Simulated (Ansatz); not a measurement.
# Zr3HN2: relaxing a made-up structure

This structure for Zr3HN2 is made up. Its elements were placed in a known structure type with a cell scaled to their sizes. What cell does the guess relax to, and how far off was it?

Main program and level: Ansatz 0.2.0; DFT, PBEsol, plane-wave PAW, files of the set soft_1, scalar-relativistic, no spin, cell and ions relaxed at zero pressure; PAW set soft_1, in the first sound run; inputs show where later runs differ.

## (1) The structure

Symmetry: P-3m1, No. 164, trigonal system. Conventional cell: a = 3.277 Å, b = 3.277 Å, c = 7.877 Å, α = 90.00°, β = 90.00°, γ = 120.00°. Zr has 3 N at 2.22 Å and 3 H at 2.37 Å nearest. Zr has 6 N at 2.33 Å nearest. Nearest to N lie 6 Zr at 2.22 to 2.33 Å. Nearest to H lie 6 Zr at 2.37 Å. Farther neighbours and most contacts between anions are not listed.

## (2) Relaxing cell and atoms

The guessed cell has no reason to be at equilibrium. It is relaxed with the atoms, within the space group of the guess.

File input.yaml:

```yaml
crystal:
  lattice:
    - [3.277, 0.0, 0.0]
    - [-1.6385, 2.837965248, 0.0]
    - [0.0, 0.0, 7.877]
  atoms:
    - { symbol: Zr, position: [0.666666667, 0.333333333, 0.8198] }
    - { symbol: Zr, position: [0.333333333, 0.666666667, 0.1802] }
    - { symbol: Zr, position: [0.0, 0.0, 0.5] }
    - { symbol: "N", position: [0.666666667, 0.333333333, 0.3274] }
    - { symbol: "N", position: [0.333333333, 0.666666667, 0.6726] }
    - { symbol: H, position: [0.0, 0.0, 0.0] }
kpoints:
  mp_grid: { grid: [9, 9, 4] }
scf:
  occupations: { method: fermi_dirac, width: 0.05 }
hamiltonian:
  xc: pbesol
  pseudopotentials: { kind: paw, azcp: { folder: soft_1 }, xc_functional: pbe }
relax:
  f_tol: 0.015
  max_steps: 70
  cell: {}
output:
  forces: true
  stress: true
```

The run is started by

```bash
$ ansatz run input.yaml --threads 4 --pin off --max-ram 10240MiB --backend cpu --events-out ev --progress --plain --runs-dir out
```

Numbers of over 12 decimals in the logs are rounded to 6 here.

The program printed:

```text
Engine: ansatz 0.2.0, x86_64-unknown-linux-gnu
Pseudopotentials: kind: paw
Pseudopotential: Zr, paw, valence charge 12, recommended cutoff 420 eV (normal), soft_1/Zr.paw.azcp
Pseudopotential: N, paw, valence charge 5, recommended cutoff 420 eV (normal), soft_1/N.paw.azcp
Pseudopotential: H, paw, valence charge 1, recommended cutoff 420 eV (normal), soft_1/H.paw.azcp
Functional definition: PBEsol
  exchange = pbesol_x
  correlation = pbesol_c
Crystal: 6 atoms, lattice volume = 73.256 Å³
Basis set: ecut = 420 eV, 1455 PW (Γ), exchange–correlation on 48×48×108 points (8 copies of the dense FFT grid, shifted against one another)
Bands: 30, of which v1, the nominal top of the filled ones, is band 24 counted from 1 (23 counted from 0)
Symmetry: 12 space group operations
Space group: P-3m1 (ITA 164), of the structure as read, at distance tolerance 4.2e-5 Å
k-points: 43 of 324
Non-local potential: Zr, projectors of the file, l = 0: 3, l = 1: 2, l = 2: 2, l = 3: 1
Non-local potential: N, projectors of the file, l = 0: 2, l = 1: 2, l = 2: 1
Non-local potential: H, projectors of the file, l = 0: 2, l = 1: 1
PAW form: soft (Blöchl's): semilocal exchange-correlation on the pseudo side does not see the compensation charge
PAW frozen core: Zr, regenerated for the run's functional, and the local potential with it (the file was generated under x = pbe(κ = 0.804, μ = 0.219515), c = pbe(β = 0.066725))
PAW frozen core: N, regenerated for the run's functional, and the local potential with it (the file was generated under x = pbe(κ = 0.804, μ = 0.219515), c = pbe(β = 0.066725))
PAW one-centre angular grid: Zr, 590 points (default); XC on 64 Gauss nodes
PAW one-centre angular grid: N, 110 points (default); XC on 64 Gauss nodes
PAW one-centre angular grid: H, 110 points (default); XC on 64 Gauss nodes
Initial density: superposition of atomic densities (chi_scale 0.1, normalization cell, long waves kept (reshape's long-wave potential 0.69 eV rms))
Initial wavefunctions: pseudopotential atomic-orbital guess
Functional: x = pbesol(κ = 0.804, μ = 0.123457), c = pbesol(β = 0.046)
SCF iter   1: F=—  HF=-13169.248732 eV  |F-HF|=—  |Δ(HF+E_count)|=         —  Δρ=5.63e-2  dr2=1.78e1  ethr=3.10e-3  ⟨swp⟩=5.7  Hψ=5223  notcnv=0
preconditioner: auto → Kerker (q_TF=auto, 2.534 Å⁻¹)  [metal: Δε(μ)=0.025 eV  Ē_g=17.417 eV  σ=0.050 eV  W_gap=0.13  n_scr=24 (ndim 8)  ℏωp=27.8 eV  f_vac=0.000  D(μ)=2.42/eV (n_scr^D=24)]
SCF iter   2: F=—  HF=-13167.922706 eV  |F-HF|=—  |Δ(HF+E_count)|=    1.33e0  Δρ=3.13e-2  dr2=6.45e0  ethr=3.10e-3  ⟨swp⟩=2.9  Hψ=1965  notcnv=0  defer=42
SCF iter   3: F=—  HF=-13167.223139 eV  |F-HF|=—  |Δ(HF+E_count)|=   7.00e-1  Δρ=1.45e-2  dr2=2.28e-1  ethr=3.10e-3  ⟨swp⟩=3.0  Hψ=2425  notcnv=0  defer=46
SCF iter   4: F=—  HF=-13167.179598 eV  |F-HF|=—  |Δ(HF+E_count)|=   4.35e-2  Δρ=6.22e-3  dr2=4.66e-2  ethr=4.85e-4  ⟨swp⟩=2.9  Hψ=2323  notcnv=0  defer=36
SCF iter   5: F=—  HF=-13167.171312 eV  |F-HF|=—  |Δ(HF+E_count)|=   8.29e-3  Δρ=2.44e-3  dr2=1.67e-2  ethr=9.91e-5  ⟨swp⟩=2.3  Hψ=1627  notcnv=0  defer=36
SCF iter   6: F=—  HF=-13167.168716 eV  |F-HF|=—  |Δ(HF+E_count)|=   2.60e-3  Δρ=5.91e-4  dr2=6.25e-4  ethr=3.56e-5  ⟨swp⟩=2.0  Hψ=1367  notcnv=0  defer=36
SCF iter   7: F=—  HF=-13167.168590 eV  |F-HF|=—  |Δ(HF+E_count)|=   1.26e-4  Δρ=1.12e-4  dr2=1.75e-5  ethr=1.33e-6  ⟨swp⟩=2.0  Hψ=1613  notcnv=0  defer=36
SCF iter   8: F=—  HF=-13167.168587 eV  |F-HF|=—  |Δ(HF+E_count)|=   3.14e-6  Δρ=1.15e-5  dr2=3.00e-7  ethr=3.72e-8  ⟨swp⟩=2.0  Hψ=1705  notcnv=0  defer=36
SCF iter   9: F=-13167.168587 eV  HF=-13167.168587 eV  |F-HF|=1.42e-8  |Δ(HF+E_count)|=   2.63e-8  Δρ=3.04e-6  dr2=1.65e-8  ethr=2.13e-10  ⟨swp⟩=4.0  Hψ=4473  notcnv=0
SCF 1 converged in 9 iterations: F = -13167.168587 eV  dr2 = 1.65e-8
  greatest PAW one-centre occupation: 0.996 electrons in one spin orbital (limit 2), on the Zr atom at site 2 (counted from 0), in its partial waves of l = 0
relax step   1: F+E_penalty+E_count = -13167.16858651 eV  Δ(F+E_penalty+E_count) = +0.000e0 eV  max|allowed force component| = 6.854e-1 eV/Å  Δτ_max = 0.0000 Å  P = -5.097 GPa  Ω = 73.256 Å³  (9 SCF iters, dr2 threshold 1.00e-7 eV, accepted)
Crystal: 6 atoms, lattice volume = 66.313 Å³
Basis set: ecut = 420 eV, 1261 PW (Γ), exchange–correlation on 48×48×108 points (8 copies of the dense FFT grid, shifted against one another)
Initial density: handed on by an earlier stage of this run
Initial wavefunctions: those handed on with the density
SCF iter   1: F=—  HF=-13167.490020 eV  |F-HF|=—  |Δ(HF+E_count)|=         —  Δρ=3.32e-2  dr2=6.29e0  ethr=3.10e-3  ⟨swp⟩=8.6  Hψ=6086  notcnv=0
preconditioner: auto → Kerker (q_TF=auto, 2.576 Å⁻¹)  [metal: Δε(μ)=0.032 eV  Ē_g=17.662 eV  σ=0.050 eV  W_gap=0.16  n_scr=24 (ndim 8)  ℏωp=29.2 eV  f_vac=0.000  D(μ)=1.97/eV (n_scr^D=10)]
SCF iter   2: F=—  HF=-13167.008045 eV  |F-HF|=—  |Δ(HF+E_count)|=   4.82e-1  Δρ=1.83e-2  dr2=2.12e0  ethr=3.10e-3  ⟨swp⟩=2.4  Hψ=1859  notcnv=0  defer=42
SCF iter   3: F=—  HF=-13166.762457 eV  |F-HF|=—  |Δ(HF+E_count)|=   2.46e-1  Δρ=6.71e-3  dr2=5.28e-2  ethr=3.10e-3  ⟨swp⟩=2.8  Hψ=1926  notcnv=0  defer=42
SCF iter   4: F=—  HF=-13166.752894 eV  |F-HF|=—  |Δ(HF+E_count)|=   9.56e-3  Δρ=3.25e-3  dr2=6.97e-3  ethr=1.12e-4  ⟨swp⟩=2.3  Hψ=2259  notcnv=0  defer=44
SCF iter   5: F=—  HF=-13166.751030 eV  |F-HF|=—  |Δ(HF+E_count)|=   1.86e-3  Δρ=7.47e-4  dr2=1.10e-3  ethr=1.48e-5  ⟨swp⟩=2.0  Hψ=1736  notcnv=0  defer=44
SCF iter   6: F=—  HF=-13166.750931 eV  |F-HF|=—  |Δ(HF+E_count)|=   9.93e-5  Δρ=2.56e-4  dr2=2.20e-4  ethr=2.33e-6  ⟨swp⟩=2.0  Hψ=1528  notcnv=0  defer=44
SCF iter   7: F=—  HF=-13166.750899 eV  |F-HF|=—  |Δ(HF+E_count)|=   3.17e-5  Δρ=4.25e-5  dr2=1.53e-6  ethr=4.68e-7  ⟨swp⟩=1.4  Hψ=1291  notcnv=0  defer=44
SCF iter   8: F=-13166.750899 eV  HF=-13166.750899 eV  |F-HF|=3.10e-8  |Δ(HF+E_count)|=   5.78e-7  Δρ=9.43e-6  dr2=5.68e-8  ethr=1.28e-9  ⟨swp⟩=4.1  Hψ=4478  notcnv=0
SCF 2 converged in 8 iterations: F = -13166.750899 eV  dr2 = 5.68e-8
  greatest PAW one-centre occupation: 0.996 electrons in one spin orbital (limit 2), on the Zr atom at site 1 (counted from 0), in its partial waves of l = 0
relax step   2: F+E_penalty+E_count = -13166.75089850 eV  Δ(F+E_penalty+E_count) = +4.177e-1 eV  max|allowed force component| = 2.375e0 eV/Å  Δτ_max = 0.1959 Å  P = +12.859 GPa  Ω = 66.313 Å³  energy of the carried Pulay correction = +7.298e-3 eV  (8 SCF iters, dr2 threshold 6.00e-7 eV, rejected (line search))
Crystal: 6 atoms, lattice volume = 69.540 Å³
[...]
SCF iter   3: F=—  HF=-13167.268890 eV  |F-HF|=—  |Δ(HF+E_count)|=   9.11e-2  Δρ=3.82e-3  dr2=6.43e-2  ethr=1.73e-3  ⟨swp⟩=2.1  Hψ=1543  notcnv=0  defer=36
SCF iter   4: F=—  HF=-13167.261080 eV  |F-HF|=—  |Δ(HF+E_count)|=   7.81e-3  Δρ=1.83e-3  dr2=2.68e-3  ethr=1.37e-4  ⟨swp⟩=2.0  Hψ=1902  notcnv=0  defer=37
SCF iter   5: F=—  HF=-13167.260578 eV  |F-HF|=—  |Δ(HF+E_count)|=   5.03e-4  Δρ=6.48e-4  dr2=2.65e-4  ethr=5.71e-6  ⟨swp⟩=2.0  Hψ=1802  notcnv=0  defer=38
SCF iter   6: F=—  HF=-13167.260537 eV  |F-HF|=—  |Δ(HF+E_count)|=   4.07e-5  Δρ=9.28e-5  dr2=8.18e-6  ethr=5.64e-7  ⟨swp⟩=2.2  Hψ=1766  notcnv=0  defer=38
SCF iter   7: F=—  HF=-13167.260536 eV  |F-HF|=—  |Δ(HF+E_count)|=   1.19e-6  Δρ=2.02e-5  dr2=3.34e-7  ethr=1.74e-8  ⟨swp⟩=2.2  Hψ=1905  notcnv=0  defer=38
SCF iter   8: F=—  HF=-13167.260535 eV  |F-HF|=—  |Δ(HF+E_count)|=   9.42e-7  Δρ=2.91e-6  dr2=4.69e-9  ethr=7.10e-10  ⟨swp⟩=2.2  Hψ=1712  notcnv=0  defer=37
SCF iter   9: F=—  HF=-13167.260535 eV  |F-HF|=—  |Δ(HF+E_count)|=  4.78e-10  Δρ=5.71e-7  dr2=1.72e-10  ethr=9.99e-12  ⟨swp⟩=2.1  Hψ=2221  notcnv=0  defer=37
SCF iter  10: F=-13167.260535 eV  HF=-13167.260535 eV  |F-HF|=7.28e-12  |Δ(HF+E_count)|=  1.27e-11  Δρ=1.18e-7  dr2=1.27e-11  ethr=1.00e-12  ⟨swp⟩=4.0  Hψ=4505  notcnv=0
SCF 3 converged in 10 iterations: F = -13167.260535 eV  dr2 = 1.27e-11
relax step   3: F+E_penalty+E_count = -13167.26053476 eV  Δ(F+E_penalty+E_count) = -9.195e-2 eV  max|allowed force component| = 9.886e-1 eV/Å  Δτ_max = 0.0881 Å  P = +5.795 GPa  Ω = 69.540 Å³  energy of the carried Pulay correction = +3.817e-3 eV  (10 SCF iters, accepted)
[...]
relax step   4: F+E_penalty+E_count = -13167.34419412 eV  Δ(F+E_penalty+E_count) = -8.366e-2 eV  max|allowed force component| = 1.182e-2 eV/Å  Δτ_max = 0.0570 Å  P = +0.723 GPa  Ω = 70.393 Å³  energy of the carried Pulay correction = +2.924e-3 eV  (7 SCF iters, dr2 threshold 6.00e-7 eV, accepted)
[...]
relax step   5: F+E_penalty+E_count = -13167.34435954 eV  Δ(F+E_penalty+E_count) = -1.654e-4 eV  max|allowed force component| = 2.597e-2 eV/Å  Δτ_max = 0.0021 Å  P = -0.015 GPa  Ω = 70.644 Å³  energy of the carried Pulay correction = +2.663e-3 eV  (5 SCF iters, dr2 threshold 6.00e-7 eV, accepted)
[...]
relax step   6: F+E_penalty+E_count = -13167.34445180 eV  Δ(F+E_penalty+E_count) = -9.226e-5 eV  max|allowed force component| = 1.057e-2 eV/Å  Δτ_max = 0.0026 Å  P = -0.142 GPa  Ω = 70.690 Å³  energy of the carried Pulay correction = +2.615e-3 eV  (5 SCF iters, dr2 threshold 1.61e-7 eV, accepted)
[...]
relax step   7: F+E_penalty+E_count = -13167.34453922 eV  Δ(F+E_penalty+E_count) = -8.742e-5 eV  max|allowed force component| = 2.201e-3 eV/Å  Δτ_max = 0.0009 Å  P = -0.002 GPa  Ω = 70.637 Å³  energy of the carried Pulay correction = +2.669e-3 eV  (4 SCF iters, dr2 threshold 7.67e-8 eV, accepted)
[...]
relax step   8: F+E_penalty+E_count = -13167.34256142 eV  Δ(F+E_penalty+E_count) = +1.978e-3 eV  max|allowed force component| = 2.311e-3 eV/Å  Δτ_max = 0.0000 Å  P = -0.045 GPa  Ω = 70.637 Å³  stress off target by 7.22e-2 GPa  SCF on the basis re-selected at this cell (its energy is not comparable with the rows above)  (5 SCF iters)
[...]
relax step   9: F+E_penalty+E_count = -13167.34258361 eV  Δ(F+E_penalty+E_count) = -2.219e-5 eV  max|allowed force component| = 2.248e-4 eV/Å  Δτ_max = 0.0001 Å  P = +0.002 GPa  Ω = 70.622 Å³  energy of the carried Pulay correction = +1.619e-5 eV  (4 SCF iters, dr2 threshold 1.30e-8 eV, accepted)
iter 1 solved again at ethr=2.57e-7 eV; its pass at ethr=3.10e-3 eV (dr2=1.21e-4 eV) is discarded
SCF iter   1: F=—  HF=-13167.342581 eV  |F-HF|=—  |Δ(HF+E_count)|=         —  Δρ=2.52e-6  dr2=4.50e-9  ethr=2.57e-7  ⟨swp⟩=2.8  Hψ=8116  notcnv=0
eigensolver tolerance schedule: the retry pair's looser diagonalisation over-reported the residual by 26849.19 of it (diagonalisation noise at an unbounded share of the residual, at the tolerance the schedule requests for it); recorded, not acted on — ethr = c·dr2/N_el stays at c = 1.0e-1
SCF iter   2: F=—  HF=-13167.342584 eV  |F-HF|=—  |Δ(HF+E_count)|=   2.60e-6  Δρ=1.38e-6  dr2=1.28e-9  ethr=9.57e-12  ⟨swp⟩=2.9  Hψ=3145  notcnv=0
SCF iter   3: F=—  HF=-13167.342584 eV  |F-HF|=—  |Δ(HF+E_count)|=  1.91e-10  Δρ=8.33e-7  dr2=5.99e-10  ethr=2.73e-12  ⟨swp⟩=1.0  Hψ=1290  notcnv=0
SCF iter   4: F=—  HF=-13167.342584 eV  |F-HF|=—  |Δ(HF+E_count)|=  1.16e-10  Δρ=3.64e-7  dr2=6.18e-11  ethr=1.28e-12  ⟨swp⟩=2.0  Hψ=2046  notcnv=0
SCF iter   5: F=-13167.342584 eV  HF=-13167.342584 eV  |F-HF|=2.36e-11  |Δ(HF+E_count)|=  1.09e-11  Δρ=2.13e-7  dr2=2.52e-11  ethr=1.00e-12  ⟨swp⟩=4.0  Hψ=3885  notcnv=0
SCF 10 converged in 5 iterations: F = -13167.342584 eV  dr2 = 2.52e-11
relax step  10: F+E_penalty+E_count = -13167.34258363 eV  Δ(F+E_penalty+E_count) = -1.690e-8 eV  max|allowed force component| = 2.366e-4 eV/Å  Δτ_max = 0.0000 Å  P = +0.001 GPa  Ω = 70.622 Å³  stress off target by 2.26e-3 GPa  SCF on the basis re-selected at this cell (its energy is not comparable with the rows above)  (5 SCF iters)
basis re-selected at this cell: Δ(F+E_penalty+E_count) = -1.690e-8 eV, ΔP = -0.000 GPa vs the last step (what re-selecting the basis moved, of the pressure what is left beyond the Pulay correction that the steps carried, after the strain that the cell walked since its last selection, with what the two solves' SCF thresholds leave and, on support functions, any second-order correction that the steps lacked; it is no m [...]
SCF converged after 5 iterations
Free energy (F): -13167.342584 eV
Harris-Foulkes:  -13167.342584 eV  (|F-HF|=2.36e-11)
Internal energy: -13167.316809 eV  (E = F + TS)
E sigma→0 (E₀):  -13167.329696 eV
Entropy (-TS):   -0.025774 eV (-4.296 meV/atom)
Fermi energy:    16.492059 eV
--- Per-component energies (eV) ---
  E_band       = -135.060684
  E_kinetic    = 1228.527993
  E_local      = -1907.064301  (includes V_loc(G=0)·N_el)
  E_nonlocal   = 297.368320
  E_hartree    = 644.855049
  E_xc         = -593.644342
  E_vxc        = -716.734234  (∫ρ·V_xc dr)
  E_paw        = -8975.952618  (= ΣΔE_a)
  E_vpaw       = -326.869203  (= ΣTr[D̂ρ^β])
  E_aug_tail   = 0.000746  (compensation charges beyond the density's cutoff)
  E_ewald      = -3861.961016
  E_core_change = 0.553361  (= ΣΔE_core)
  E_smearing   = -0.025774  (= −TS)
  E_closure    = -0.000000  (closes the sum)
  Σ components = -13167.342584   (vs F -13167.342584, Δ=0.00e0)
--- Forces (eV/Å), atoms counted from 1 ---
  atom   1  Zr     0.00000000    -0.00000000     0.00015248
  atom   2  Zr     0.00000000     0.00000000    -0.00015248
  atom   3  Zr     0.00000000    -0.00000000     0.00000000
  atom   4  N      0.00000000    -0.00000000    -0.00023663
  atom   5  N     -0.00000000     0.00000000     0.00023663
  atom   6  H      0.00000000    -0.00000000     0.00000000
  max |Σ_I F_I| component: 5.14e-31 eV/Å
--- Stress (GPa, compression-positive) ---
        0.000970       0.000000       0.000000
       -0.000000       0.000970      -0.000000
        0.000000      -0.000000       0.002262
  P = ⅓ Tr σ = 0.0014 GPa (0.014 kbar)
--- Relaxed structure (8 steps of the walk, 7 accepted, 2 SCFs on fresh bases) ---
  F+E_penalty+E_count = -13167.34258363 eV   max|allowed force component| = 2.366e-4 eV/Å   (the final SCF, on the basis selected at the relaxed cell)
  cell:  # Å, volume = 70.6225 Å³
    - [3.198261, 0, -1.446443322239887e-18]
    - [-1.599130, 2.769775, 7.232216611199742e-19]
    - [-3.4768489623705466e-18, 0, 7.972317]
  atoms:
    - { symbol: Zr, position: [0.666667, 0.333333, 0.828878] }
    - { symbol: Zr, position: [0.333333, 0.666667, 0.171122] }
    - { symbol: Zr, position: [0, 0, 0.500000] }
    - { symbol: N, position: [0.666667, 0.333333, 0.337075] }
    - { symbol: N, position: [0.333333, 0.666667, 0.662925] }
    - { symbol: H, position: [0, 0, 5.803883662114017e-19] }
```

The job ended after 7.1 s (4 threads of INTEL XEON PLATINUM 8581C at 2.10GHz (Emerald Rapids), shared host; peak memory 0.5 GiB).

This run has no spin polarisation although its electron count is odd.

The steps of the relaxation:

```
step  energy less that of the first step (eV)  largest force component (eV/Å)  pressure (GPa)  volume (Å³)
   1                                   0.0000                          0.6854           -5.10        73.26
   2                                   0.4177                          2.3747           12.86        66.31
   3                                  -0.0919                          0.9886            5.79        69.54
   4                                  -0.1756                          0.0118            0.72        70.39
   5                                  -0.1758                          0.0260           -0.02        70.64
   6                                  -0.1759                          0.0106           -0.14        70.69
   7                                  -0.1760                          0.0022            0.00        70.64
  8*                                  -0.1740                          0.0023           -0.05        70.64
   9                                  -0.1740                          0.0002            0.00        70.62
 10*                                  -0.1740                          0.0002            0.00        70.62
```

Relaxation steps marked * repeat the geometry before them on a plane-wave basis chosen anew for their cell, so energy and pressure can jump there. Relaxation step 2 was tried and not accepted.

The run keeps the 12 symmetry operations that it works with, so distortions that break them were not tested.

```
conventional cell, symmetrised  before  after  change
                         a (Å)   3.277  3.198  -2.4 %
                         b (Å)   3.277  3.198  -2.4 %
                         c (Å)   7.877  7.972  +1.2 %
              volume (Å³/atom)   12.21  11.77  -3.6 %
```

The atoms that moved most (Å, as changes of fractional coordinates times the final cell):

```
atom     dx     dy      dz  length
  N4  0.000  0.000   0.077   0.077
  N5  0.000  0.000  -0.077   0.077
 Zr1  0.000  0.000   0.072   0.072
 Zr2  0.000  0.000  -0.072   0.072
```

Numbers from this step:

| Item | Value |
| --- | --- |
| free energy | -13167.3426 eV |
| energy at zero smearing | -13167.3297 eV |
| smearing term TS | 0.02577 eV |
| Fermi energy | 16.49 eV |
| electrons | 47 |
| symmetry operations | 12 |
| pressure | 0.001401 GPa |

Shortest distances by pair of elements, guess and relaxed (not always the same contact):

```
 pair  guess (Å)  relaxed (Å)
 N–Zr      2.219        2.258
 H–Zr      2.365        2.296
  N–N      3.277        3.187
Zr–Zr      3.150        3.198
  H–H      3.277        3.198
```

The relaxation ends with a largest force component of 2.4e-4 eV/Å and a pressure of 0.00 GPa.

(Part 1 of 2 ends here.)

[Logs are printed without paths, hosts, clocks, repeated set-up lines and the standing remarks that a program may print on its own settings, such as how far it seeks lower states.]

[Hosts, paths, dates, database ids (printed as entryN), source tags and the programs' standing remarks are cut or masked in the printed files.]
